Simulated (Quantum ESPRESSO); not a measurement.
# Calculated records

```
Fixed-spin-moment curve of SrFe2As2
1.0
     0.00000    2.78915    6.14825
     2.75875    0.00000    6.14825
     2.75875    2.78915    0.00000
Sr Fe As
1 2 2
Direct
  0.00000 0.00000 0.00000
  0.75000 0.75000 0.75000
  0.25000 0.25000 0.25000
  0.36120 0.36120 0.63880
  0.63880 0.63880 0.36120
# method: LDA; plane waves with GBRV 1.5 LDA potentials, no spin-orbit coupling (and 1 further level or step)
# program: Quantum ESPRESSO 7.5
# settings of one run: GBRV 1.5 LDA, cutoff 544.23 eV, 8×8×8 k-mesh, 38 bands, fermi-dirac occupations, smearing width 0.1 eV, collinear spin, SCF threshold 1.00e-8, starting moments 0 2.8 2.8 0 0 μB
# cost: 13 runs, 31 min in all on 4 MPI ranks of Intel Xeon Platinum 8375C at 2.90GHz (Ice Lake), shared host (the runs of this entry)
# notes: The run is spin-polarised, with a total moment of 0.90 μB a cell (absolute 1.06). All runs start parallel; opposed orders may lie lower.
# moment of the free run: 0.90 μB a cell
# energy at zero total moment: 5.74 meV a cell over the lowest
# ΔE/ΔM² from the lowest point to 1.05 and to 0.63 μB: 30 and 20 meV/μB²
```

[Logs and program files are shortened in this print: banners, set-up blocks, solver, clock and traceback lines can be left out without a mark of their own.]

[Logs are printed without paths, hosts, clocks, repeated set-up lines and the standing remarks that a program may print on its own settings, such as how far it seeks lower states.]

[Hosts, paths, dates, database ids (printed as entryN), source tags and the programs' standing remarks are cut or masked in the printed files.]

[Where a cell is said to come from a database of computed structures, the database is the Materials Project.]
